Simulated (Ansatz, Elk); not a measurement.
# How far do independent atoms describe Ca2Zn2As2O?

The structure of Ca2Zn2As2O used here is made up (a known structure type with other elements) and was relaxed beforehand with PBE. The aim is the Fourier transform of its all-electron density, F(hkl), set beside the sum over free spherical atoms that refinements use.

Calculated with Elk 11.2.3 (patched build); DFT, PBE, all-electron APW+lo, Dirac cores, scalar-relativistic bands, static density, no spin.

The structure was built from a prototype and need not be the compound's stable phase.

### 1. The structure

It takes space group I4/mmm (No. 139, tetragonal). The conventional cell has a = 4.269 Å, b = 4.269 Å, c = 14.679 Å, α = 90.00°, β = 90.00°, γ = 90.00°. Nearest to As lie 4 Zn at 2.84 Å and 5 Ca at 3.06 to 3.11 Å. Zn has 2 O at 2.13 Å and 4 As at 2.84 Å nearest. Nearest to Ca lie 1 O at 2.36 Å and 5 As at 3.06 to 3.11 Å. O has 4 Zn at 2.13 Å and 2 Ca at 2.36 Å nearest. Farther neighbours and most contacts between anions are not listed.

### 2. Ground state and structure factors

An all-electron density is needed, since X-rays see the cores too. Task 0 finds the density and task 195 Fourier-transforms it; tshift is off so that phases refer to the origin typed.

File elk.in:

```
tasks
  0
  195

xctype
  20

spinpol
  .false.

rgkmax
  7.0

gmaxvr
  14.0

lmaxo
  7

lmaxapw
  8

swidth
  0.002

tshift
  .false.

ramdisk
  .false.

hmaxvr
  5.5

maxscl
  120

epspot
  1e-06

sppath
  './'

avec
  -4.03315696164 4.03315696164 13.86996758127
  4.03315696164 -4.03315696164 13.86996758127
  4.03315696164 4.03315696164 -13.86996758127

atoms
  4
  'As.in'
  2
  0.1276397891 0.1276397891 -0.0000000000   0.000000 0.000000 0.000000
  0.8723602109 0.8723602109 -0.0000000000   0.000000 0.000000 0.000000
  'Zn.in'
  2
  0.5000000000 0.0000000000 0.5000000000   0.000000 0.000000 0.000000
  0.0000000000 0.5000000000 0.5000000000   0.000000 0.000000 0.000000
  'Ca.in'
  2
  0.3395570989 0.3395570989 -0.0000000000   0.000000 0.000000 0.000000
  0.6604429011 0.6604429011 -0.0000000000   0.000000 0.000000 0.000000
  'O.in'
  1
  0.5000000000 0.5000000000 -0.0000000000   0.000000 0.000000 0.000000

ngridk
  7 7 7
```

The run is started by

```
OMP_NUM_THREADS=4 elk
```

Numbers of over 12 decimals in the logs are rounded to 6 here.

The program printed:

```text
┌─────────────────────────┐
│ Elk code version 11.2.3 │
└─────────────────────────┘

All units are atomic (Hartree, Bohr, etc.)

┌─────────────────────────────────────────────────┐
│ Ground-state run starting from atomic densities │
└─────────────────────────────────────────────────┘

Lattice vectors :
  -4.033156962       4.033156962       13.86996758
   4.033156962      -4.033156962       13.86996758
   4.033156962       4.033156962      -13.86996758

Reciprocal lattice vectors :
 -0.1234446663E-16  0.7789413314      0.2265032442
  0.7789413314     -0.1234446663E-16  0.2265032442
  0.7789413314      0.7789413314      0.5524719353E-17

Unit cell volume      :    902.4552703
Brillouin zone volume :   0.2748615046

Muffin-tin inner radius fraction :   0.1000000000E-01

Nuclei treated as point charges

Species : 1 (As)
 parameters loaded from : As.in
 name : arsenic
 nuclear charge    :   -33.00000000
 electronic charge :    33.00000000
 atomic mass :    136573.7220
 muffin-tin radius :    2.400000000
 number of radial points in muffin-tin :    993
 inner part over the whole radius :   0.9862024899E-02
 number on inner part of muffin-tin    :    702
 approximate nuclear radius :   0.7712558785E-04
 number of mesh points to nuclear radius :    341
 atomic positions (lattice), magnetic fields (Cartesian) :
  1 :   0.12763979  0.12763979  0.00000000    0.00000000  0.00000000  0.00000000
  2 :  -0.12763979 -0.12763979  0.00000000    0.00000000  0.00000000  0.00000000

Species : 2 (Zn)
 parameters loaded from : Zn.in
 name : zinc
 nuclear charge    :   -30.00000000
 electronic charge :    30.00000000
 atomic mass :    119233.3130
 muffin-tin radius :    2.276089692
 number of radial points in muffin-tin :    993
 inner part over the whole radius :   0.9998645230E-02
 number on inner part of muffin-tin    :    701
 approximate nuclear radius :   0.7484757725E-04
 number of mesh points to nuclear radius :    338
 atomic positions (lattice), magnetic fields (Cartesian) :
  1 :   0.50000000  0.00000000  0.50000000    0.00000000  0.00000000  0.00000000
  2 :   0.00000000  0.50000000  0.50000000    0.00000000  0.00000000  0.00000000

Species : 3 (Ca)
 parameters loaded from : Ca.in
 name : calcium
 nuclear charge    :   -20.00000000
 electronic charge :    20.00000000
 atomic mass :    73057.72475
 muffin-tin radius :    2.400000000
 number of radial points in muffin-tin :    993
 inner part over the whole radius :   0.9970789793E-02
 number on inner part of muffin-tin    :    698
 approximate nuclear radius :   0.6614485811E-04
 number of mesh points to nuclear radius :    321
 atomic positions (lattice), magnetic fields (Cartesian) :
  1 :   0.33955710  0.33955710  0.00000000    0.00000000  0.00000000  0.00000000
  2 :  -0.33955710 -0.33955710  0.00000000    0.00000000  0.00000000  0.00000000

Species : 4 (O)
 parameters loaded from : O.in
 name : oxygen
 nuclear charge    :   -8.000000000
 electronic charge :    8.000000000
 atomic mass :    29165.12205
 muffin-tin radius :    1.707067269
 number of radial points in muffin-tin :    593
 inner part over the whole radius :   0.9876523084E-02
 number on inner part of muffin-tin    :    407
 approximate nuclear radius :   0.5115538663E-04
 number of mesh points to nuclear radius :    173
 atomic positions (lattice), magnetic fields (Cartesian) :
  1 :   0.50000000  0.50000000  0.00000000    0.00000000  0.00000000  0.00000000

Total number of atoms per unit cell :    7
Total muffin-tin volume :    351.2446243
 ratio of muffin-tin to unit cell volume :   0.3892100095

Spin treatment :
 spin-unpolarised

Number of Bravais lattice symmetries :   16
Number of crystal symmetries         :   16
Crystal has inversion symmetry
Real symmetric eigensolver will be used

k-point grid :      7     7     7
k-point offset :    0.000000000       0.000000000       0.000000000
k-point set is reduced with full crystal symmetry group
Total number of k-points :       40

[...]
Density of states at Fermi energy :    2.342081041
 (states/Hartree/unit cell)

Estimated indirect band gap :   0.1025757489E-01
 from k-point 16 to k-point 40
Estimated direct band gap   :   0.1066020555E-01
 at k-point 40

Charges :
 core                        :    82.00000000
 valence                     :    92.00000000
 interstitial                :    9.687221333
 muffin-tins (core leakage)
  species : 1 (As)
[...]
species : 2 (Zn)
[...]
species : 3 (Ca)
[...]
species : 4 (O)
[...]
total in muffin-tins        :    164.3127787
 total calculated charge     :    173.9979136
 total charge                :    174.0000000
 error                       :   0.2086354596E-02

RMS change in Kohn-Sham potential (target) :   0.6127382703     (  0.1000000000E-05)
Absolute change in total energy (target)   :   0.2482187153     (  0.1000000000E-03)

[... loops 3 to 15 left out ...]

┌──────────────────┐
│ Loop number : 16 │
└──────────────────┘

Energies :
 Fermi                       :     0.199800
 sum of occupied eigenvalues :     -5494.8948734066
 electron kinetic            :      9728.4956031808
 core electron kinetic       :      8831.8011907690
 Coulomb                     :     -18886.997564629
 Coulomb potential           :     -14713.926539360
 nuclear-nuclear             :     -1203.2701668532
 electron-nuclear            :     -20683.984739568
 Hartree                     :      3000.2573417921
 Madelung                    :     -11530.034294949
 xc potential                :     -509.46393722690
 exchange                    :     -384.05484618666
 correlation                 :     -8.074147
 electron entropic           :    -0.22409084648873E-03
 total energy                :     -9550.6311789888

Density of states at Fermi energy :    15.49594052
 (states/Hartree/unit cell)

Estimated indirect band gap :   0.1939143701E-01
 from k-point 40 to k-point 39
Estimated direct band gap   :   0.2468978103E-01
 at k-point 39

Charges :
 core                        :    82.00000000
 valence                     :    92.00000000
 interstitial                :    9.951196541
 muffin-tins (core leakage)
  species : 1 (As)
[...]
species : 2 (Zn)
[...]
species : 3 (Ca)
[...]
species : 4 (O)
[...]
total in muffin-tins        :    164.0488035
 total calculated charge     :    173.9980524
 total charge                :    174.0000000
 error                       :   0.1947577272E-02

RMS change in Kohn-Sham potential (target) :   0.5175041509E-06 (  0.1000000000E-05)
Absolute change in total energy (target)   :   0.7904116501E-04 (  0.1000000000E-03)

Convergence targets achieved

┌──────────────────┐
│ Loop number : 17 │
└──────────────────┘

Energies :
 Fermi                       :     0.199800
 sum of occupied eigenvalues :     -5494.8948557077
 electron kinetic            :      9728.4956180634
 core electron kinetic       :      8831.8011940920
 Coulomb                     :     -18886.997569601
 Coulomb potential           :     -14713.926557104
 nuclear-nuclear             :     -1203.2701668532
 electron-nuclear            :     -20683.984731093
 Hartree                     :      3000.2573283445
 Madelung                    :     -11530.034291049
 xc potential                :     -509.46391666684
 exchange                    :     -384.05484612388
 correlation                 :     -8.074147
 electron entropic           :    -0.22409081938354E-03
 total energy                :     -9550.6311690464

Density of states at Fermi energy :    15.49594107
 (states/Hartree/unit cell)

Estimated indirect band gap :   0.1939144154E-01
 from k-point 40 to k-point 39
Estimated direct band gap   :   0.2468978616E-01
 at k-point 39

Charges :
 core                        :    82.00000000
 valence                     :    92.00000000
 interstitial                :    9.951197004
 muffin-tins (core leakage)
  species : 1 (As)
[...]
species : 2 (Zn)
[...]
species : 3 (Ca)
   atom 1                    :    18.21092575     ( -0.1987065179E-06)
   atom 2                    :    18.21092575     ( -0.1987065179E-06)
  species : 4 (O)
   atom 1                    :    7.416764752     ( -0.2474567782E-06)
 total in muffin-tins        :    164.0488030
 total calculated charge     :    173.9980524
 total charge                :    174.0000000
 error                       :   0.1947577153E-02

┌──────────────────────────────┐
│ Self-consistent loop stopped │
└──────────────────────────────┘

Warning : core states of species 1 leak from the muffin-tin :   0.1425389394E-03

Warning : core states of species 2 leak from the muffin-tin :   0.1687732638E-03

Wrote STATE.OUT
```

Elapsed: 90 s, on 4 threads of Arm Neoverse V1, shared host; peak memory 0.33 GiB.

SFACRHO.OUT:

```text

h k l indices transformed by vhmat matrix:
   1.000000000       0.000000000       0.000000000    
   0.000000000       1.000000000       0.000000000    
   0.000000000       0.000000000       1.000000000    

      h      k      l  multipl.   |H|            Re(F)            Im(F)           |F|

      0      0      0      1   0.0000000       174.00000     -0.87221336E-16   174.00000    
      1      1     -1      2  0.45300649       47.400835     -0.18574705E-13   47.400835    
      1      0      0      8  0.81120486       16.329871      0.91847989E-14   16.329871    
      2      2     -2      2  0.90601298      -18.759070     -0.13507038E-12   18.759070    
      1      2     -1      8   1.0336745      -17.412544     -0.40349122E-15   17.412544    
     -1      1      0      4   1.1015894       41.930267     -0.28923403E-15   41.930267    
      1      1      0      8   1.1910978      -58.325775     -0.10124200E-13   58.325775    
      3      3     -3      2   1.3590195       86.460453      0.58070047E-13   86.460453    
      3      2     -2      8   1.3745336      -48.336215     -0.60904764E-13   48.336215    
      3      1     -2      8   1.4263095      -110.24911     -0.10103045E-12   110.24911    
     -1      1      1      4   1.5578827       127.57360     -0.53390268E-14   127.57360    
      2      0      0      8   1.6224097       37.156355     -0.34626118E-13   37.156355    
     -3     -3      4      8   1.7494094      -9.6872803     -0.88494234E-13   9.6872803    
     -1      2     -1     16   1.7564315       14.790986      0.13296962E-13   14.790986    
      3      4     -4      8   1.7665310       14.554655      0.75826524E-13   14.554655    
      1      3     -1      8   1.8021814      -14.814818     -0.13604215E-12   14.814818    
     -4     -4      4      2   1.8120260       88.926455     -0.10702002E-12   88.926455    
     -2     -1      3     16   1.8696207      -14.624871      0.49717968E-15   14.624871
```

Elk indexes on the primitive cell of elk.in and gives |H| = 4π sin θ/λ in inverse bohr. Below, one row stands for each form hkl of the conventional cell (m members, Friedel mates merged), F is for one primitive cell and the density is static (no thermal factor). Free-atom factors are Waasmaier and Kirfel's, and R is Σm||F|−|F'||/Σm|F|.

```csv
hkl,m,sin θ/λ (Å⁻¹),"abs F, DFT",neutral atoms,diff.
002,2,0.068,47.401,47.504,-0.103
101,8,0.122,16.330,16.444,-0.114
004,2,0.136,18.759,18.029,+0.730
103,8,0.155,17.413,17.081,+0.331
110,4,0.166,41.930,40.920,+1.010
112,8,0.179,58.326,58.722,-0.396
006,2,0.204,86.460,86.558,-0.097
105,8,0.207,48.336,48.163,+0.174
114,8,0.214,110.249,110.850,-0.601
200,4,0.234,127.574,127.792,-0.218
202,8,0.244,37.156,37.367,-0.211
116,8,0.263,9.687,10.124,-0.437
211,16,0.264,14.791,15.216,-0.425
107,8,0.266,14.555,14.884,-0.329
204,8,0.271,14.815,14.899,-0.084
008,2,0.273,88.927,89.520,-0.593
213,16,0.281,14.625,14.799,-0.174
206,8,0.311,71.192,71.376,-0.184
215,16,0.312,40.017,40.159,-0.143
118,8,0.319,2.790,2.876,-0.087
109,8,0.328,42.979,42.992,-0.013
220,4,0.331,108.225,108.501,-0.276
```

### 3. The highest occupied states alone

An energy window below the Fermi level keeps the highest occupied states, to see at which angles they scatter; shallow core shells can lie inside it and anion s states outside. No new self-consistency is needed.

Changes to elk.in since step 2:

```diff
@@ -1,3 +1,2 @@
 tasks
-  0
   195
@@ -40,2 +39,5 @@
 
+wsfac
+  -0.167690 0.499800
+
 sppath
```

The run is started by

```
OMP_NUM_THREADS=4 elk
```

The program printed:

```text
┌─────────────────────────────────┐
│ Elk code version 11.2.3 started │
└─────────────────────────────────┘

Info(readinput): the functional depends on the density's gradient
 muffin-tin radial points multiplied by    2.00000
 (not where nrmtscf is given)

┌────────────────────┐
│ Current task : 195 │
└────────────────────┘
Info(checkmt): changed muffin-tin radius of species 2 (Zn) from   2.4000 to   2.2761
Info(checkmt): changed muffin-tin radius of species 4 (O) from   1.8000 to   1.7071

Info(sfacrho): density structure factors written to SFACRHO.OUT

 Energy window :  -0.1676900000      0.4998000000

┌──────────────────┐
│ Elk code stopped │
└──────────────────┘
```

It took 22 s on 4 threads; peak memory 0.22 GiB.

States within 10 eV below the Fermi level hold 40.02 electrons; any levels below the window count with the cores. Their amplitudes can exceed the total, where window and core parts have opposite phase:

```csv
hkl,sin θ/λ (Å⁻¹),"abs F, window","abs F, all"
002,0.068,24.446,47.401
101,0.122,0.829,16.330
004,0.136,17.280,18.759
103,0.155,5.393,17.413
110,0.166,10.816,41.930
112,0.179,13.288,58.326
006,0.204,17.579,86.460
105,0.207,3.229,48.336
114,0.214,12.688,110.249
200,0.234,16.316,127.574
```

### 4. Another try

In this try the input is made faulty on purpose, to show what that does.

The input is changed as shown.

Changes to elk.in since step 3:

```diff
@@ -1,2 +1,3 @@
 tasks
+  0
   195
@@ -39,5 +40,2 @@
 
-wsfac
-  -0.167690 0.499800
-
 sppath
@@ -68,3 +66,3 @@
 
-ngridk
+ngrid
   7 7 7
```

The run is started by

```
OMP_NUM_THREADS=4 elk
```

The program printed:

```text
┌─────────────────────────────────┐
│ Elk code version 11.2.3 started │
└─────────────────────────────────┘

Error(readinput): invalid block name : ngrid
```

Run time: 0.01 s. Hardware: 4 threads; peak memory 0.17 GiB.

The input was rejected at the start.

The program's message: “Error(readinput): invalid block name : ngrid”

A key was misspelt on purpose.

### 5. Another functional

The difference from free atoms is small, so it is set against the change that LDA (Perdew-Wang) makes.

Changes to elk.in since step 4:

```diff
@@ -5,3 +5,3 @@
 xctype
-  20
+  3
 
@@ -66,3 +66,3 @@
 
-ngrid
+ngridk
   7 7 7
```

The run is started by

```
OMP_NUM_THREADS=4 elk
```

The program printed:

```text
┌─────────────────────────┐
│ Elk code version 11.2.3 │
└─────────────────────────┘

All units are atomic (Hartree, Bohr, etc.)

┌─────────────────────────────────────────────────┐
│ Ground-state run starting from atomic densities │
└─────────────────────────────────────────────────┘

Lattice vectors :
  -4.033156962       4.033156962       13.86996758
   4.033156962      -4.033156962       13.86996758
   4.033156962       4.033156962      -13.86996758

Reciprocal lattice vectors :
 -0.1234446663E-16  0.7789413314      0.2265032442
[...]
atom 2                    :    18.21925440     ( -0.3473903329E-05)
  species : 4 (O)
   atom 1                    :    7.386398143     ( -0.4426880134E-05)
 total in muffin-tins        :    164.0815242
 total calculated charge     :    173.9980670
 total charge                :    174.0000000
 error                       :   0.1932959407E-02

┌──────────────────────────────┐
│ Self-consistent loop stopped │
└──────────────────────────────┘

Warning : core states of species 1 leak from the muffin-tin :   0.1403498535E-03

Warning : core states of species 2 leak from the muffin-tin :   0.1737757880E-03

Wrote STATE.OUT
[key lines of the parts left out:]
total energy                :     -9535.5529169667
```

It took 61 s on 4 threads; peak memory 0.27 GiB.

Against the first run R = 0.06 %; the largest change is -0.073 at 220.

### 6. Basis size

A smaller basis shows how fast F responds to it; the change is likely larger than the basis error of the first run, but doesn't show convergence.

Changes to elk.in since step 5:

```diff
@@ -5,3 +5,3 @@
 xctype
-  3
+  20
 
@@ -11,3 +11,3 @@
 rgkmax
-  7.0
+  5.5
```

The run is started by

```
OMP_NUM_THREADS=4 elk
```

The program printed:

```text
┌─────────────────────────┐
│ Elk code version 11.2.3 │
└─────────────────────────┘

All units are atomic (Hartree, Bohr, etc.)

┌─────────────────────────────────────────────────┐
│ Ground-state run starting from atomic densities │
└─────────────────────────────────────────────────┘

Lattice vectors :
  -4.033156962       4.033156962       13.86996758
   4.033156962      -4.033156962       13.86996758
   4.033156962       4.033156962      -13.86996758

Reciprocal lattice vectors :
 -0.1234446663E-16  0.7789413314      0.2265032442
[...]
atom 2                    :    18.19596083     ( -0.1987037983E-06)
  species : 4 (O)
   atom 1                    :    7.324864489     ( -0.2475904988E-06)
 total in muffin-tins        :    163.8326456
 total calculated charge     :    173.9984557
 total charge                :    174.0000000
 error                       :   0.1544296933E-02

┌──────────────────────────────┐
│ Self-consistent loop stopped │
└──────────────────────────────┘

Warning : core states of species 1 leak from the muffin-tin :   0.1429123158E-03

Warning : core states of species 2 leak from the muffin-tin :   0.1696944218E-03

Wrote STATE.OUT
[key lines of the parts left out:]
total energy                :     -9550.4097896091
```

It took 73 s on 4 threads; peak memory 0.3 GiB.

Against the first run R = 0.07 %; the largest change is -0.075 at 006.

### 7. Settings against the effect

```csv
run,R against the first run (%),"R against neutral atoms, low angle (%)",wall time
"PBE, rgkmax 7",0.00,0.92,90 s
LDA (Perdew-Wang),0.06,0.88,61 s
rgkmax 5.5,0.07,0.87,73 s
```

### 8. Results

| Property | Result |
| --- | --- |
| R against neutral atoms, sin θ/λ < 0.3 Å⁻¹ | 0.92 % |
| R against neutral atoms, 0.3 to 0.70 Å⁻¹ | 0.21 % |

Independent neutral atoms miss the calculated amplitudes by R = 0.92 % below 0.3 Å⁻¹ and 0.21 % from there to 0.70 Å⁻¹; by shells, 0.98 % below 0.15 Å⁻¹ (3 forms), 0.91 % 0.15 to 0.3 (14 forms), 0.25 % 0.3 to 0.45 (28 forms), 0.19 % above 0.45 (104 forms). Bonding, aspherical density and the tables' own atoms all enter these figures, and the runs don't part them. The largest change of an amplitude is +1.01 electrons, at 110. The window's part falls from 40.0 electrons at the origin to at most 6.36 between 0.45 and 0.70 Å⁻¹, where compact states inside the window still scatter. Below 0.3 Å⁻¹ the changes that finished (LDA (Perdew-Wang) and rgkmax 5.5) move F by R = 0.12 % at most, against the 0.92 % that separates it from free atoms. The k-mesh has no finished test. Part of the difference isn't bonding: the tables are fits to free atoms and ions calculated by other methods than this functional. Thermal motion, anomalous dispersion and extinction are left out.

[Logs are printed without paths, hosts, clocks, repeated set-up lines and the standing remarks that a program may print on its own settings, such as how far it seeks lower states.]

[Hosts, paths, dates, database ids (printed as entryN), source tags and the programs' standing remarks are cut or masked in the printed files.]
